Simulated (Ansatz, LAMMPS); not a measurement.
# Amorphous 50HfO2-50SiO2 (mol %) (84 atoms): geometry optimisation, part 2 of 2

Aim: bring amorphous 50HfO2-50SiO2 (mol %) (84 atoms) to a nearby minimum of the energy and see what moves.

Ansatz 0.2.0; Kohn-Sham DFT, PBE, PAW (set soft_2), plane waves.

The cell: 14 Hf, 14 Si and 56 O. The quench rate of 50 K/ps is orders of magnitude faster than experiment. The network of bonds at the start is that of the classical potential that made the cell. Only the Γ point is sampled in the main run, in a cell whose shortest periodic width is 11 Å. The levels lack spin–orbit coupling.

So far. Step 4 (Cell and atoms relaxed): The relaxation changed the energy by -63.2 meV/atom, and atoms moved by 0.23 Å r.m.s., 0.54 Å at most.

## Step 6: Single point at the relaxed geometry

The electronic structure is read at the final geometry, in a run of its own.

Contents of input.yaml:

```yaml
crystal:
  lattice:
    - [10.45107, 0.21218, 0.08365]
    - [0.21218, 10.2966, -0.13966]
    - [0.08365, -0.13966, 10.59831]
  atoms:
    - { symbol: Hf, position: [0.45883, 0.6635, 0.80224] }
    - { symbol: Hf, position: [0.40732, 0.16762, 0.02484] }
    - { symbol: Hf, position: [0.98371, 0.89693, 0.76051] }
    - { symbol: Hf, position: [0.62125, 0.39628, 0.00924] }
    - { symbol: Hf, position: [0.82131, 0.28843, 0.43558] }
    - { symbol: Hf, position: [0.40561, 0.52903, 0.5104] }
    - { symbol: Hf, position: [0.83613, 0.83497, 0.43652] }
    - { symbol: Hf, position: [0.11712, 0.53874, 0.27981] }
[... 72 atom lines left out ...]
    - { symbol: O, position: [0.31504, 0.30574, 0.89675] }
    - { symbol: O, position: [0.1585, 0.92626, 0.52345] }
    - { symbol: O, position: [0.61788, 0.19516, 0.04116] }
    - { symbol: O, position: [0.48034, 0.78258, 0.1426] }
kpoints:
  mp_grid: { grid: [1, 1, 1] }
hamiltonian:
  xc: pbe
scf:
  occupations: { method: fermi_dirac, width: 0.025 }
output:
  forces: true
  stress: true
  populations: true
  dos:
    method: { smearing: { sigma: 0.08 } }
    de: 0.05
    projected: { site_lists: { Hf: [Hf], O: [O], Si: [Si] } }
  eigenvalues: true
  write_density: true
  write_potential: true
  volumetric_format: npy
```

Started as:

```sh
$ ansatz run input.yaml --threads 4 --pin off --max-ram 8192MiB --backend cpu --events-out ev --progress --plain --runs-dir out
```

Wall time 29 s (4 threads of Arm Neoverse V1, shared host); peak memory 1.7 GiB.

Read from the output:

| Quantity | Value |
| --- | --- |
| free energy | -260889.1703 eV |
| free energy per atom | -3105.8235 eV/atom |
| SCF cycles | 10 |
| pressure | -0.02591 GPa |
| r.m.s. force component | 0.00625 eV/Å |
| longest force | 0.02331 eV/Å |
| Fermi energy | 8.925 eV |
| gap (highest filled to lowest empty level) | 4.247 eV |
| spilling of the projection | 0.005993 |

Löwdin charges by element and coordination (they lack the spilled electrons, 0.054 e an atom on average):

| element | coordination | atoms | mean charge (e) | spread | least | most |
| --- | --- | --- | --- | --- | --- | --- |
| Hf | all | 14 | 1.52 | 0.0246 | 1.48 | 1.58 |
| Hf | 5 | 2 | 1.54 | 0.0065 | 1.53 | 1.55 |
| Hf | 6 | 10 | 1.53 | 0.022 | 1.49 | 1.58 |
| Hf | 7 | 2 | 1.49 | 0.0059 | 1.48 | 1.49 |
| O | all | 56 | -0.727 | 0.0415 | -0.801 | -0.597 |
| O | 2 | 29 | -0.736 | 0.0422 | -0.801 | -0.597 |
| O | 3 | 26 | -0.72 | 0.0372 | -0.779 | -0.646 |
| O | 4 | 1 | -0.656 | 0 | -0.656 | -0.656 |
| Si | all | 14 | 1.71 | 0.0287 | 1.66 | 1.76 |

Density of states as counts of states in windows of 1 eV (from the Fermi level), total and the larger projections:

| from (eV) | to (eV) | total | O p | Hf d |
| --- | --- | --- | --- | --- |
| -10 | -9 | 6.5 | 4.4 | 0.2 |
| -9 | -8 | 12.4 | 8.3 | 0.7 |
| -8 | -7 | 27.8 | 20.1 | 2.3 |
| -7 | -6 | 48.1 | 36.0 | 5.1 |
| -6 | -5 | 52.1 | 41.9 | 5.9 |
| -5 | -4 | 65.9 | 56.7 | 5.2 |
| -4 | -3 | 72.2 | 65.9 | 3.3 |
| -3 | -2 | 43.8 | 41.5 | 1.2 |
| -2 | -1 | 0.1 | 0.1 | 0.0 |
| -1 | 2 | 0.0 | 0.0 | 0.0 |
| 2 | 3 | 21.6 | 2.3 | 15.8 |
| 3 | 4 | 44.0 | 5.5 | 32.8 |
| 4 | 5 | 34.9 | 4.9 | 19.5 |

Between -26 and -10 eV lie 315 more states.

About 112 of the 756 electrons lie in deeper levels, below the stored range.

The levels nearest the highest filled one (over half full), pooled over k-points and spins:

| level less the highest filled one (eV) | occupation |
| --- | --- |
| -0.351 | 2 |
| -0.271 | 2 |
| -0.243 | 2 |
| -0.222 | 2 |
| -0.163 | 2 |
| 0 | 2 |
| 4.25 | 0 |
| 4.27 | 0 |
| 4.46 | 0 |
| 4.55 | 0 |
| 4.59 | 0 |
| 4.73 | 0 |

Valence density in the ac plane at fractional y = 0.544, with atoms of Hf and Si and O within 0.2 Å of it. It is the smooth field of the valence electrons, not physical close to the nuclei.

Ten steps, logarithmic in the rise over the least value, from '_' (0 e/Å³) to '@' (25 e/Å³), each cell a mean:
```
==--::--::::..::====--......::....________________..::==++
::::==**++==..............--==--::..__________________..::
..::++****==::__________..--====::..______________________
__..--++++--..__________..::----..________..::::..________
____..::::::..........__........________::==++++--..______
............::--====::..____............::==****==..______
--==--::....::==****==::____..------::..::--====::..____..
++**++--::..::--++++--..__..--++**++--::..::::....____..::
++**++--..__....::--::......--**##**--::..........__....--
--==--..__________..::==--::::====--::..__....::........::
......____________::**%%%%**--......______....::::....__..
....____________..--##@@@@##==..____________..............
....____________..::**%%%%**--::....______________......::
....__________..__..::====--==++==::..______________....::
..............__________..--++##**==::..______________....
..::++****--..____________::==****==::......______________
..++%%@@@@**::______________::----::..__......____________
::++%%@@@@**::..________________............________..::::
==--++##**==....::..____________..::----::..______..--++++
++--::::::....::--::..__________::==**++--..______..==**##
==::..____....::::::..________..--**##**==..______..--++++
::..________....::::..__________::==++++--..________..----
==::________..::====::..________..::::::..__________::==++
**--..______..--++++==..__________________________..--**##
```
Columns run along a (10.5 Å), rows up along c (10.6 Å). Atoms in or near the plane, at fractional coordinates: Hf at (0.41, 0.51), Hf at (0.12, 0.28), Si at (0.66, 0.29), Si at (0.94, 0.54), O at (0.54, 0.38), O at (0.13, 0.89), O at (0.56, 0.65), O at (0.63, 0.14), O at (0.96, 0.18).

Electrostatic potential energy in the ac plane at fractional y = 0.544, with atoms of Hf and Si and O within 0.2 Å of it. With pseudopotentials it is smooth inside the atoms' cores, unlike the true potential.

Ten even steps from '_' (-37 eV) to '@' (13 eV), each cell a mean:
```
--**##%%%%%%%%**====++##%%@@@@@@@@@@@@@@@@@@@@@@@@%%**--::
####++..::**%%%%######%%@@%%**##@@@@@@@@@@@@@@@@@@%%%%##**
%%%%--____==@@@@%%%%%%%%%%##++++%%@@@@@@@@@@@@@@@@@@@@%%%%
@@@@##----##@@@@@@@@@@%%%%%%##%%@@@@@@@@@@@@%%@@@@@@@@@@@@
@@@@%%**++**%%@@@@@@@@%%%%%%%%%%@@@@@@@@%%**::--##@@@@@@@@
@@%%**--..::**##++**%%@@%%%%%%%%@@%%%%####==__..**@@@@@@@@
%%**++--..--**==....++@@@@%%%%##**####++==++==++%%@@@@@@@@
--..::++**##%%**::::**@@@@@@##::__::**==--++##%%@@@@@@@@%%
::__::##%%%%@@@@%%%%%%%%%%%%**..__..******##%%@@@@%%######
++**##@@@@@@@@@@@@%%**====**##**==**%%%%%%%%@@@@%%**::..::
--##@@@@@@@@@@@@%%**::____::**%%@@@@@@@@@@@@@@@@%%--______
==%%@@@@@@@@@@@@%%==........==%%@@@@@@@@@@@@@@@@%%++..____
##%%@@@@@@@@@@@@%%**::____::++%%@@@@@@@@@@@@@@@@@@##**==++
@@@@@@@@@@@@@@@@@@%%**====**++--==%%@@@@@@@@@@@@@@@@@@%%%%
@@%%######%%@@@@@@@@%%%%%%%%::____==######%%@@@@@@@@@@@@@@
%%**--::::++##@@@@@@@@@@@@@@++....==::..::**%%@@@@@@@@@@@@
##--__....::**%%@@@@@@@@@@@@@@%%##==______--%%@@@@@@@@@@@@
##--__......**%%@@@@@@@@@@@@@@@@%%++______==%%@@@@@@@@@@%%
++**--..::==##%%@@@@@@@@@@@@@@@@@@##++==++##%%@@@@@@##--::
--####**##%%%%%%%%@@@@@@@@@@@@@@@@==..--##@@@@@@@@@@++____
**%%@@%%@@@@@@%%%%%%@@@@@@@@@@@@%%..____**@@@@@@@@@@%%==--
##%%%%@@@@@@%%%%######%%@@@@@@@@@@==::==%%@@@@@@@@@@%%##**
--**%%@@@@@@##**====++##%%@@@@@@@@%%%%%%@@@@@@@@@@%%**==::
::++##%%@@%%##==::::==##%%@@@@@@@@@@%%@@@@@@@@@@@@%%++::..
```
Columns run along a (10.5 Å; values clipped at the 3rd and 97th percentile), rows up along c (10.6 Å). Atoms in or near the plane, at fractional coordinates: Hf at (0.41, 0.51), Hf at (0.12, 0.28), Si at (0.66, 0.29), Si at (0.94, 0.54), O at (0.54, 0.38), O at (0.13, 0.89), O at (0.56, 0.65), O at (0.63, 0.14), O at (0.96, 0.18).

Mean Löwdin charges: Hf +1.52, O -0.73, Si +1.71 e (they miss 0.60 % of the electrons, so they add up to more than the cell's charge). The largest share in the top eV of filled states is O p (95 % of the projected weight), and in the lowest eV of empty states Hf d (76 % of the projected weight).

Local excerpt of 16 atoms (numbers count through the whole input) about Hf12, which has 7 bonded neighbours where the commonest count for Hf is 6; x, y, z are measured from there.

| atom | x | y | z | distance (Å) | bonds | Löwdin charge (e) |
| --- | --- | --- | --- | --- | --- | --- |
| Hf12 | 0.00 | 0.00 | 0.00 | 0.00 | 7 | 1.48 |
| O79 | -1.64 | -0.62 | 1.03 | 2.04 | 3 | -0.68 |
| O66 | 1.36 | -1.17 | 0.97 | 2.04 | 3 | -0.65 |
| O81 | 0.04 | -1.72 | -1.15 | 2.07 | 3 | -0.65 |
| O67 | 0.45 | 2.07 | -0.55 | 2.19 | 3 | -0.69 |
| O60 | -0.23 | 1.46 | 1.73 | 2.27 | 3 | -0.76 |
| O47 | 2.06 | 0.20 | -1.16 | 2.37 | 3 | -0.67 |
| O38 | -1.88 | 0.80 | -1.24 | 2.39 | 3 | -0.75 |
| Si27 | 0.39 | 2.79 | 0.97 | 2.98 | 4 | 1.72 |
| Hf2 | 0.99 | -3.14 | 0.23 | 3.30 | 6 | 1.53 |
| O43 | -0.07 | 1.05 | -3.17 | 3.34 | 3 | -0.76 |
| Hf4 | 3.27 | -0.73 | 0.06 | 3.36 | 6 | 1.51 |
| Hf1 | 1.62 | 2.01 | -2.19 | 3.38 | 6 | 1.53 |
| Hf10 | -3.44 | 0.04 | -0.01 | 3.44 | 6 | 1.53 |
| Hf8 | -1.94 | 0.59 | 2.86 | 3.51 | 6 | 1.54 |
| Si17 | -1.68 | 1.29 | -2.80 | 3.52 | 4 | 1.69 |

The column of bonds counts only the pairs O-Hf within 2.82 Å, O-Si within 2.08 Å; other neighbours, such as metal atoms beside each other in a compound, aren't counted, and periodic images can show an atom twice.

## Step 7: K-mesh 2×2×2

A denser mesh tests the sampling of the Brillouin zone.

input.yaml: that of step 6 with these lines changed.

```diff
@@ -8,3 +8,3 @@
 kpoints:
-  mp_grid: { grid: [1, 1, 1] }
+  mp_grid: { grid: [2, 2, 2] }
 hamiltonian:
@@ -22,4 +22 @@
   eigenvalues: true
-  write_density: true
-  write_potential: true
-  volumetric_format: npy
```

Run time: 4.3 min. Hardware: 4 threads; peak memory 6.3 GiB; 17 min of CPU time.

The program notes that it cut back its work space to fit the memory limit.

Geometry and reference: those of the single point at the relaxed geometry.

Forces differ from those of the single point at the relaxed geometry by 8.7 meV/Å r.m.s.; the energy by -0.69 meV/atom. It took 4.3 min and 10 cycles; the reference's time can't be set against it, since the two runs asked for unlike analyses.

## Step 8: Functional HSE06

HSE06 mixes in a quarter of exact exchange at short range, which counters self-interaction, at a higher cost.

This step: Kohn-Sham DFT, HSE06, PAW (set soft_2), plane waves (Ansatz 0.2.0).

input.yaml: that of step 7 with these lines changed.

```diff
@@ -8,5 +8,5 @@
 kpoints:
-  mp_grid: { grid: [2, 2, 2] }
+  mp_grid: { grid: [1, 1, 1] }
 hamiltonian:
-  xc: pbe
+  xc: hse06
 scf:
```

It took 8.6 min on 4 threads; peak memory 4.2 GiB.

The program notes that the exchange threshold is loose for the stress and the SCF threshold is loose for the stress.

Geometry and reference: those of the single point at the relaxed geometry.

Forces differ from those of the single point at the relaxed geometry by 177 meV/Å r.m.s.; the pressure by -4.8 GPa and the gap by +1.7 eV. It took 8.6 min and 21 cycles; the reference's time can't be set against it, since the two runs asked for unlike analyses.

Numbers from this run:

```
free energy                                      : -260894.5647 eV
free energy per atom                             : -3105.8877 eV/atom
SCF cycles                                       : 21
pressure                                         : -4.858 GPa
r.m.s. force component                           : 0.1781 eV/Å
longest force                                    : 0.6803 eV/Å
Fermi energy                                     : 8.588 eV
gap (highest filled to lowest empty level) : 5.904 eV
spilling of the projection                       : 0.006267
```

Length of the force by element and coordination:

| element | coordination | atoms | mean length of the force (eV/Å) | spread | least | most |
| --- | --- | --- | --- | --- | --- | --- |
| Hf | all | 14 | 0.151 | 0.0466 | 0.0699 | 0.234 |
| Hf | 5 | 2 | 0.102 | 0.0326 | 0.0699 | 0.135 |
| Hf | 6 | 10 | 0.160 | 0.0455 | 0.092 | 0.234 |
| Hf | 7 | 2 | 0.155 | 0.0317 | 0.124 | 0.187 |
| O | all | 56 | 0.345 | 0.122 | 0.0688 | 0.680 |
| O | 2 | 29 | 0.366 | 0.114 | 0.0688 | 0.680 |
| O | 3 | 26 | 0.329 | 0.124 | 0.115 | 0.586 |
| O | 4 | 1 | 0.140 | 0 | 0.140 | 0.140 |
| Si | all | 14 | 0.0919 | 0.0364 | 0.0324 | 0.153 |

Löwdin charges by element and coordination (they lack the spilled electrons, 0.056 e an atom on average):

| element | coordination | atoms | mean charge (e) | spread | least | most |
| --- | --- | --- | --- | --- | --- | --- |
| Hf | all | 14 | 1.67 | 0.0263 | 1.62 | 1.73 |
| Hf | 5 | 2 | 1.69 | 0.007 | 1.68 | 1.69 |
| Hf | 6 | 10 | 1.68 | 0.0239 | 1.63 | 1.73 |
| Hf | 7 | 2 | 1.63 | 0.0074 | 1.62 | 1.64 |
| O | all | 56 | -0.776 | 0.0333 | -0.833 | -0.663 |
| O | 2 | 29 | -0.781 | 0.0344 | -0.833 | -0.663 |
| O | 3 | 26 | -0.772 | 0.03 | -0.823 | -0.711 |
| O | 4 | 1 | -0.719 | 0 | -0.719 | -0.719 |
| Si | all | 14 | 1.77 | 0.0293 | 1.72 | 1.82 |

States in the cell by windows of 1 eV, zero at the Fermi level; the larger projections on atomic orbitals stand beside the total:

| from (eV) | to (eV) | total | O p | Hf d |
| --- | --- | --- | --- | --- |
| -14 | -13 | 0.0 | 0.0 | 0.0 |
| -13 | -12 | 0.1 | 0.1 | 0.0 |
| -12 | -11 | 9.2 | 6.2 | 0.2 |
| -11 | -10 | 7.6 | 5.2 | 0.3 |
| -10 | -9 | 11.2 | 7.8 | 0.7 |
| -9 | -8 | 29.9 | 22.0 | 2.4 |
| -8 | -7 | 46.5 | 35.5 | 4.6 |
| -7 | -6 | 49.7 | 40.7 | 5.1 |
| -6 | -5 | 62.0 | 53.9 | 4.6 |
| -5 | -4 | 67.7 | 61.9 | 3.0 |
| -4 | -3 | 50.4 | 47.6 | 1.4 |
| -3 | -2 | 1.9 | 1.8 | 0.0 |
| -2 | 2 | 0.0 | 0.0 | 0.0 |
| 2 | 3 | 1.7 | 0.1 | 1.0 |
| 3 | 4 | 23.7 | 2.3 | 17.9 |
| 4 | 5 | 42.0 | 4.7 | 31.4 |

Between -26 and -14 eV lie 308 more states.

About 112 of the 756 electrons lie in deeper levels, below the stored range.

The levels nearest the highest filled one (over half full), pooled over k-points and spins:

| level less the highest filled one (eV) | occupation |
| --- | --- |
| -0.369 | 2 |
| -0.274 | 2 |
| -0.248 | 2 |
| -0.196 | 2 |
| -0.164 | 2 |
| 0 | 2 |
| 5.90 | 0 |
| 5.98 | 0 |
| 6.14 | 0 |
| 6.23 | 0 |
| 6.28 | 0 |
| 6.44 | 0 |

## Step 9: Functional r2SCAN (500 eV)

The meta-GGA r2SCAN uses the kinetic energy density as well as the density and its gradient. Besides, the cutoff goes from 420 to 500 eV.

This step: Kohn-Sham DFT, r2SCAN, PAW (set soft_2), plane waves (Ansatz 0.2.0).

input.yaml: that of step 8 with these lines changed.

```diff
@@ -10,3 +10,3 @@
 hamiltonian:
-  xc: hse06
+  xc: r2scan
 scf:
```

Run time: 63 s. Hardware: 4 threads; peak memory 3.5 GiB; 4.1 min of CPU time.

Geometry and reference: those of the single point at the relaxed geometry.

Forces differ from those of the single point at the relaxed geometry by 133 meV/Å r.m.s.; the pressure by -4.9 GPa and the gap by +0.50 eV. It took 63 s and 10 cycles; the reference's time can't be set against it, since the two runs asked for unlike analyses.

## Step 10: Functional PBEsol

PBEsol restores the gradient expansion of exchange for slowly varying densities and usually gives shorter bonds in solids than PBE.

This step: Kohn-Sham DFT, PBEsol, PAW (set soft_2), plane waves (Ansatz 0.2.0).

input.yaml: that of step 9 with these lines changed.

```diff
@@ -10,3 +10,3 @@
 hamiltonian:
-  xc: r2scan
+  xc: pbesol
 scf:
```

It took 36 s on 4 threads; peak memory 1.7 GiB.

Geometry and reference: those of the single point at the relaxed geometry.

Forces differ from those of the single point at the relaxed geometry by 83 meV/Å r.m.s.; the pressure by -4.2 GPa and the gap by -0.088 eV.

## Step 11: All settings compared

Differences are against the single point at the relaxed geometry (Kohn-Sham DFT, PBE, PAW (set soft_2), plane waves), whose r.m.s. force component is 0.00625 eV/Å. Energies are set beside the reference only for runs with its functional, potentials and electron count. Times are for 4 threads of Arm Neoverse V1, shared host. The reference's time includes grids, which some other runs skip.

| run | Δ force, r.m.s. (meV/Å) | Δ energy (meV/atom) | Δ pressure (GPa) | Δ gap (eV) | cycles | time | host memory (GiB) |
| --- | --- | --- | --- | --- | --- | --- | --- |
| reference | - | - | - | - | 10 | 29 s | 1.7 |
| k-mesh 2×2×2 | 8.70 | -0.689 | 0.0089 | 4.0e-4 | 10 | 4.3 min | 6.3 |
| functional HSE06 | 177 | - | -4.83 | 1.66 | 21 | 8.6 min | 4.2 |
| functional r2SCAN (500 eV) | 133 | - | -4.91 | 0.503 | 10 | 63 s | 3.5 |
| functional PBEsol | 82.8 | - | -4.20 | -0.0876 | 12 | 36 s | 1.7 |

## Step 12: What came out

```
energy change in the relaxation                  : -63.23 meV/atom
r.m.s. displacement                              : 0.229 Å
largest displacement                             : 0.543 Å
free energy per atom                             : -3105.8235 eV/atom
pressure                                         : -0.02591 GPa
r.m.s. force component                           : 0.00625 eV/Å
gap (highest filled to lowest empty level) : 4.247 eV
wall time of the 7 DFT runs                      : 20 min
```

What this shows: Relaxation lowers the energy by 63.2 meV/atom and moves atoms by 0.23 Å r.m.s.; the r.m.s. force component goes from 0.99 to 0.0063 eV/Å. Displacements are taken in the final cell, so they leave out its strain. By the final cutoffs 1 of 138 bonded pairs parted and 3 joined. The cell shrank by 5.9 % in volume. First to last step the energy falls by 5.311 eV, across changes of basis; the largest move, 0.54 Å, is that of Hf10, with 1 other atom within 2 % of it. The O-Hf bonds change most in mean length: from 2.156 Å (spread 0.087) to 2.138 Å (spread 0.157), and their number from 82 to 84. With the cutoffs above, 71 % of Hf atoms have 6, 52 % of O atoms have 2 and all Si atoms have 4 bonded neighbours. Counting bonds to Si alone, not to Hf, 18 % of the oxygens join two of these atoms and 64 % one; 18 % join none. Between filled and empty levels lie 4.25 eV (at Γ alone); a semilocal functional tends to put such gaps too low. In a disordered cell it changes from sample to sample, and tail or defect levels can set it.

Among the changes of functional, dispersion, potentials or spin, functional HSE06 moves the forces most, by 177 meV/Å r.m.s. The gap changes by +1.66 eV with HSE06.

What to keep in mind: The starting topology of bonds comes from the classical model; in DFT 1 of its 138 bonded pairs passed out of the cutoffs and 3 came within them.

[Logs are printed without paths, hosts, clocks, repeated set-up lines and the standing remarks that a program may print on its own settings, such as how far it seeks lower states.]

[Hosts, paths, dates, database ids (printed as entryN), source tags and the programs' standing remarks are cut or masked in the printed files.]
